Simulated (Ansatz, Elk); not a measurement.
**Bonding as seen by X-rays: MgMn2Al2**

Structure refinements treat a crystal as free atoms side by side. For a made-up structure of MgMn2Al2 (cell and positions from a PBE relaxation) the runs below show what the calculated density changes in F(hkl).

Calculated with Elk 11.2.3 (patched build); DFT, PBE, all-electron APW+lo, Dirac cores, scalar-relativistic bands, static density, ferromagnetic start.

This account leaves out most program logs.

The structure was built from a prototype and need not be the compound's stable phase.

**1. The structure**

It takes space group I4/mmm (No. 139, tetragonal). The conventional cell has a = 3.864 Å, b = 3.864 Å, c = 11.494 Å, α = 90.00°, β = 90.00°, γ = 90.00°. Nearest to Mn lie 4 Al at 2.51 Å and 4 Mn at 2.73 Å. Al has 4 Mn at 2.51 Å and 1 Al at 2.55 Å and 4 Mg at 3.02 Å nearest. Mg has 8 Al at 3.02 Å nearest. Farther neighbours are not listed.

**2. Ground state and structure factors**

An all-electron density is needed, since X-rays see the cores too. Task 0 finds the density and task 195 Fourier-transforms it; tshift is off so that phases refer to the origin typed.

The input, elk.in:

```
tasks
  0
  195
  196

xctype
  20

spinpol
  .true.

rgkmax
  7.0

gmaxvr
  14.0

lmaxo
  7

lmaxapw
  8

swidth
  0.002

tshift
  .false.

ramdisk
  .false.

hmaxvr
  5.5

maxscl
  120

epspot
  1e-06

reducebf
  0.8

sppath
  './'

avec
  -3.65094602388 3.65094602388 10.86016910459
  3.65094602388 -3.65094602388 10.86016910459
  3.65094602388 3.65094602388 -10.86016910459

atoms
  3
  'Mn.in'
  2
  0.7500000000 0.2500000000 0.5000000000   0.000000 0.000000 -0.135000
  0.2500000000 0.7500000000 0.5000000000   0.000000 0.000000 -0.135000
  'Al.in'
  2
  0.6109099765 0.6109099765 -0.0000000000   0.000000 0.000000 0.000000
  0.3890900235 0.3890900235 -0.0000000000   0.000000 0.000000 0.000000
  'Mg.in'
  1
  0.0000000000 0.0000000000 0.0000000000   0.000000 0.000000 0.000000

ngridk
  7 7 7
```

On the command line:

```sh
$ OMP_NUM_THREADS=4 elk
```

Elapsed: 2.7 min, on 4 threads of AMD EPYC 9B45 (Zen 5), shared host; peak memory 0.46 GiB; 9.8 min of CPU time.

SFACRHO.OUT:

```text

h k l indices transformed by vhmat matrix:
   1.000000000       0.000000000       0.000000000    
   0.000000000       1.000000000       0.000000000    
   0.000000000       0.000000000       1.000000000    

      h      k      l  multipl.   |H|            Re(F)            Im(F)           |F|

      0      0      0      1   0.0000000       87.999999      0.10841327E-15   87.999999    
      1      1     -1      2  0.57855317      -31.845150     -0.24106912E-13   31.845150    
      1      0     -1      8  0.90781018      -6.3553338     -0.13623223E-16   6.3553338    
      2      2     -2      2   1.1571063       30.975876      0.44206426E-13   30.975876    
      1     -1      0      4   1.2169128      -11.324499     -0.60935516E-16   11.324499    
     -1     -2      2      8   1.2221157       18.284860     -0.40371143E-14   18.284860    
     -1     -1      0      8   1.3474422       49.517614     -0.90362420E-14   49.517614    
     -3     -1      2      8   1.6792176      -42.030531      0.46713906E-13   42.030531    
      3      2     -3      8   1.6829920       23.570234      0.29782327E-17   23.570234    
     -1      1     -1      4   1.7209746       58.390274      0.45582756E-14   58.390274    
     -3     -3      3      2   1.7356595      -34.160136      0.12047557E-13   34.160136    
      0      2      0      8   1.8156204      -22.328777     -0.15053962E-13   22.328777    
      1     -2      1     16   1.9457320      -4.6112052     -0.10593884E-16   4.6112052    
      1      3     -1      8   2.0738005       23.603875      0.24627406E-13   23.603875    
     -1     -2      0     16   2.1107630       14.745633      0.97130312E-17   14.745633    
     -3     -3      4      8   2.1197620       29.930183     -0.15060110E-13   29.930183    
     -3     -4      4      8   2.2001829       4.5891214      0.36447773E-17   4.5891214    
      4      4     -4      2   2.3142127       46.738465      0.65298839E-13   46.738465
```

Elk indexes on the primitive cell of elk.in and gives |H| = 4π sin θ/λ in inverse bohr. Below, one row stands for each form hkl of the conventional cell (m members, Friedel mates merged), F is for one primitive cell and the density is static (no thermal factor). Free-atom factors are Waasmaier and Kirfel's, and R is Σm||F|−|F'||/Σm|F|.

```
hkl   m  sin θ/λ (Å⁻¹)  abs F, DFT  neutral atoms   diff.
002   2          0.087      31.845         31.349  +0.496
101   8          0.137       6.355          6.131  +0.224
004   2          0.174      30.976         30.932  +0.044
110   4          0.183      11.325         11.340  -0.016
103   8          0.184      18.285         18.330  -0.045
112   8          0.203      49.518         49.769  -0.252
114   8          0.253      42.031         42.346  -0.315
105   8          0.253      23.570         23.907  -0.337
200   4          0.259      58.390         58.843  -0.453
006   2          0.261      34.160         34.529  -0.369
202   8          0.273      22.329         22.601  -0.272
211  16          0.293       4.611          4.664  -0.053
204   8          0.312      23.604         23.671  -0.067
213  16          0.317      14.746         14.851  -0.105
116   8          0.319      29.930         29.930  +0.000
107   8          0.331       4.589          4.574  +0.015
008   2          0.348      46.739         46.795  -0.057
215  16          0.362      20.233         20.199  +0.035
```

**3. The magnetisation density**

The same run holds the spin density, and task 196 transforms it. The order is that of the start, and no other was tried.

SFACMAG_1.OUT:

```text

h k l indices transformed by vhmat matrix:
   1.000000000       0.000000000       0.000000000    
   0.000000000       1.000000000       0.000000000    
   0.000000000       0.000000000       1.000000000    

      h      k      l  multipl.   |H|            Re(F)            Im(F)           |F|

      0      0      0      1   0.0000000       5.4304635      0.28675015E-16   5.4304635    
      1      1     -1      2  0.57855317      -5.2912640     -0.26303819E-14   5.2912640    
      1      0     -1      8  0.90781018     -0.51505446E-02  0.37138713E-17  0.51505446E-02
      2      2     -2      2   1.1571063       4.0699855      0.43196859E-14   4.0699855    
      1     -1      0      4   1.2169128      -4.1059741      0.38097964E-17   4.1059741    
     -1     -2      2      8   1.2221157     -0.59829612E-01 -0.82566420E-17  0.59829612E-01
     -1     -1      0      8   1.3474422       3.7220357     -0.86204573E-15   3.7220357    
     -3     -1      2      8   1.6792176      -2.8133542      0.39092784E-14   2.8133542    
      3      2     -3      8   1.6829920      0.18784100E-01 -0.38235598E-17  0.18784100E-01
     -1      1     -1      4   1.7209746       2.9650708      0.38758718E-15   2.9650708    
     -3     -3      3      2   1.7356595      -2.5497497      0.97898544E-15   2.5497497    
      0      2      0      8   1.8156204      -2.6693479     -0.12080192E-14   2.6693479    
      1     -2      1     16   1.9457320     -0.69767951E-02 -0.67549204E-19  0.69767951E-02
      1      3     -1      8   2.0738005       2.1352355      0.17684295E-14   2.1352355    
     -1     -2      0     16   2.1107630     -0.18636594E-01 -0.95735263E-17  0.18636594E-01
     -3     -3      4      8   2.1197620       1.9540571     -0.98625153E-15   1.9540571
```

The total moment is 5.43 μB a cell; sphere moments: Mn1 +2.79, Mn2 +2.79, Al3 -0.05, Al4 -0.05, Mg5 -0.03 μB. Polarised neutrons measure spin and orbital magnetisation together; without spin-orbit coupling the run gives the spin part:

```
hkl  sin θ/λ (Å⁻¹)  abs F_M (μB)
002          0.087         5.291
101          0.137         0.005
004          0.174         4.070
110          0.183         4.106
103          0.184         0.060
112          0.203         3.722
114          0.253         2.813
105          0.253         0.019
200          0.259         2.965
006          0.261         2.550
202          0.273         2.669
211          0.293         0.007
204          0.312         2.135
213          0.317         0.019
```

**4. The highest occupied states alone**

An energy window below the Fermi level keeps the highest occupied states, to see at which angles they scatter; shallow core shells can lie inside it and anion s states outside. No new self-consistency is needed.

elk.in: that of step 2 with these lines changed.

```diff
@@ -1,5 +1,3 @@
 tasks
-  0
   195
-  196
 
@@ -44,2 +42,5 @@
 
+wsfac
+  -0.342580 0.508660
+
 sppath
```

On the command line:

```sh
$ OMP_NUM_THREADS=4 elk
```

It took 5 s on 4 threads; peak memory 0.22 GiB.

States within 15 eV below the Fermi level hold 22.00 electrons; any levels below the window count with the cores. Their amplitudes can exceed the total, where window and core parts have opposite phase:

```
hkl  sin θ/λ (Å⁻¹)  abs F, window  abs F, all
002          0.087          9.921      31.845
101          0.137          1.145       6.355
004          0.174          6.564      30.976
110          0.183          6.120      11.325
103          0.184          0.318      18.285
112          0.203          6.011      49.518
114          0.253          4.540      42.031
105          0.253          0.410      23.570
200          0.259          4.158      58.390
006          0.261          4.294      34.160
```

**5. Another functional**

The difference from free atoms is small, so it is set against the change that PBEsol makes.

elk.in: that of step 4 with these lines changed.

```diff
@@ -1,6 +1,8 @@
 tasks
+  0
   195
+  196
 
 xctype
-  20
+  22
 
@@ -42,5 +44,2 @@
 
-wsfac
-  -0.342580 0.508660
-
 sppath
```

On the command line:

```sh
$ OMP_NUM_THREADS=4 elk
```

Elapsed: 2.7 min, on 4 threads; peak memory 0.46 GiB; 9.8 min of CPU time.

Against the first run R = 0.06 %; the largest change is -0.035 at 220. The moment goes from 5.43 to 5.42 μB.

**6. A coarser k-mesh**

About half the k-points along each axis test the sampling.

elk.in: that of step 5 with these lines changed.

```diff
@@ -6,3 +6,3 @@
 xctype
-  22
+  20
 
@@ -67,2 +67,2 @@
 ngridk
-  7 7 7
+  4 4 4
```

On the command line:

```sh
$ OMP_NUM_THREADS=4 elk
```

Elapsed: 66 s, on 4 threads; peak memory 0.46 GiB; 3.3 min of CPU time.

Against the first run R = 0.01 %; the largest change is +0.008 at 002. The moment goes from 5.43 to 5.34 μB.

**7. Settings against the effect**

```
          run  R against the first run (%)  R against neutral atoms, low angle (%)  wall time
PBE, rgkmax 7                         0.00                                    0.87    2.7 min
       PBEsol                         0.06                                    0.90    2.7 min
 k-mesh 4×4×4                         0.01                                    0.87       66 s
```

**8. Results**

```
R against neutral atoms, sin θ/λ < 0.3 Å⁻¹ : 0.87 %
R against neutral atoms, 0.3 to 0.82 Å⁻¹   : 0.20 %
```

**Reading.** Independent neutral atoms miss the calculated amplitudes by R = 0.87 % below 0.3 Å⁻¹ and 0.20 % from there to 0.82 Å⁻¹; by shells, 2.43 % below 0.15 Å⁻¹ (2 forms), 0.77 % 0.15 to 0.3 (10 forms), 0.15 % 0.3 to 0.45 (22 forms), 0.22 % above 0.45 (115 forms). Bonding, aspherical density and the tables' own atoms all enter these figures, and the runs don't part them. The largest change of an amplitude is +0.50 electrons, at 002. The magnetic order is that of the start. No other order was tried here, and an antiferromagnetic one would change or move the magnetic intensity. The window's part falls from 22.0 electrons at the origin to at most 1.58 between 0.45 and 0.82 Å⁻¹, where compact states inside the window still scatter. Below 0.3 Å⁻¹ the changes that finished (PBEsol and k-mesh 4×4×4) move F by R = 0.03 % at most, against the 0.87 % that separates it from free atoms. The magnetic factors move by R = 0.9 % (PBEsol) and 1.4 % (k-mesh 4×4×4). The basis has no finished test. Part of the difference isn't bonding: the tables are fits to free atoms and ions calculated by other methods than this functional. Thermal motion, anomalous dispersion and extinction are left out.

[Logs are printed without paths, hosts, clocks, repeated set-up lines and the standing remarks that a program may print on its own settings, such as how far it seeks lower states.]

[Hosts, paths, dates, database ids (printed as entryN), source tags and the programs' standing remarks are cut or masked in the printed files.]
